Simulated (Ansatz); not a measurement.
Planning a run of Ansatz 0.2.0 on Germanium (Fd-3m, 2 atoms a cell). The input:

```yaml
crystal:
  lattice:
    - [0.0, 2.82891, 2.82891]
    - [2.82891, 0.0, 2.82891]
    - [2.82891, 2.82891, 0.0]
  atoms:
    - { symbol: Ge, position: [0.0, 0.0, 0.0] }
    - { symbol: Ge, position: [0.25, 0.25, 0.25] }
kpoints:
  mp_grid: { grid: [4, 4, 4] }
  band_path:
    path:
      - [0.0, 0.0, 0.0]
      - [0.5, 0.0, 0.5]
      - [0.625, 0.25, 0.625]
      - [0.375, 0.375, 0.75]
      - [0.5, 0.5, 0.5]
      - [0.5, 0.25, 0.75]
    npoints: 1
hamiltonian:
  xc: hse06
  pseudopotentials: { kind: paw_fr, azcp: { folder: soft_1 } }
scf:
  occupations: { method: fermi_dirac, width: 0.02 }
  n_extra_bands: 8
magnetization:
  noncollinear: true
  spin_orbit: true
output:
  eigenvalues: true
```

```sh
ansatz run input.yaml --threads 3 --pin off --max-ram 92160MiB --backend cuda --events-out ev --progress --plain --runs-dir out --devices 1 --max-vram 13GiB
```

Estimate wall time and host memory on 1 × NVIDIA H100 80GB HBM3 (shared by 6 runs) with 3 threads of AMD EPYC 7R13 (Zen 3), shared host.

It took 26 s; on shared hardware allow 13 s to 53 s. Peak host memory was 1.4 GiB. The sizes that set the cost: 893 plane waves a state, 8 irreducible k points and 20 SCF cycles.

Exact exchange couples every pair of k points and filled bands, so it costs far more than a semilocal run.

[Paths, hosts, dates, memory and timing lines, banners, echoed tables and standing remarks are left out of the program output.]

[Logs are printed without paths, hosts, clocks, repeated set-up lines and the standing remarks that a program may print on its own settings, such as how far it seeks lower states.]

[Runs of the session that timed out or met a known fault of the program may be left out.]

[Cells called generated may have been cut or substituted from an entry of the Crystallography Open Database or the Materials Project.]

[Hosts, paths, dates, database ids (printed as entryN), source tags and the programs' standing remarks are cut or masked in the printed files.]
